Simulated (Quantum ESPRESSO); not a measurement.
The C K edge of atom 1 in C (Diamond, Fd-3m), with 4 C at 1.54 Å (tetrahedral, site symmetry -43m), was computed in 2 ways: full core hole (charged cell) and no core hole. Program and functional: Quantum ESPRESSO XSpectra, LDA, Lorentzian half width 0.3 eV up to 4 eV, rising linearly to 2.5 eV at 25 eV; cells of 2 and 16 atoms (the run without a hole in the smaller).

Each run is counted from its own lowest empty level or Fermi level and scaled to a mean of 1 over its first 20 eV. (XSpectra's own axis starts at xe0, in the gap; it has been shifted.)

```csv
E (eV),run 1,run 2
-2.0,0.07,0.03
-1.0,0.13,0.04
0.0,0.57,0.10
1.0,1.94,0.32
2.0,1.91,0.65
3.0,2.45,0.94
4.0,1.77,1.36
5.0,1.41,1.42
6.0,1.10,1.17
7.0,0.98,1.25
8.0,0.93,1.24
9.0,0.97,1.43
10.0,0.88,1.44
11.0,0.62,1.25
12.0,0.46,0.90
13.0,0.44,0.71
14.0,0.53,0.71
15.0,0.63,0.82
16.0,0.70,0.94
17.0,0.69,1.02
18.0,0.61,1.03
19.0,0.52,0.96
20.0,0.42,0.83
21.0,0.35,0.70
22.0,0.31,0.58
23.0,0.27,0.50
24.0,0.25,0.43
25.0,0.23,0.38
26.0,0.22,0.35
27.0,0.21,0.33
28.0,0.21,0.31
29.0,0.20,0.29
30.0,0.20,0.27
31.0,0.19,0.26
32.0,0.20,0.26
```

Question: Which run is which?

Run 1: full core hole (charged cell) (area from −2 to 6 eV 10.6, main maxima 0.9 eV (1.95), 2.9 eV (2.45) and 16.4 eV (0.71)). Run 2: no core hole (area from −2 to 6 eV 5.4, main maxima 4.9 eV (1.42), 7.2 eV (1.26), 9.4 eV (1.47) and 17.6 eV (1.03)). With each curve scaled to its own mean, the area from −2 to 6 eV with the hole is 10.6 against 5.4, and the centre of weight from −1 to 20 eV moves by -2.8 eV: the hole pulls the absorber's empty states down.

[Banner, clock and machine lines of the logs are left out without a mark of their own.]

[Logs are printed without paths, hosts, clocks, repeated set-up lines and the standing remarks that a program may print on its own settings, such as how far it seeks lower states.]

[Hosts, paths, dates, database ids (printed as entryN), source tags and the programs' standing remarks are cut or masked in the printed files.]

[Lists of maxima count a maximum above −3 eV only where it reaches 4 % of the highest in the window and stands out from its surroundings by 2 % of it (1.5 % where it reaches 55 %); shoulders and weaker maxima are passed over, and of the rest the first, up to two pre-edge ones and the few strongest are named.]
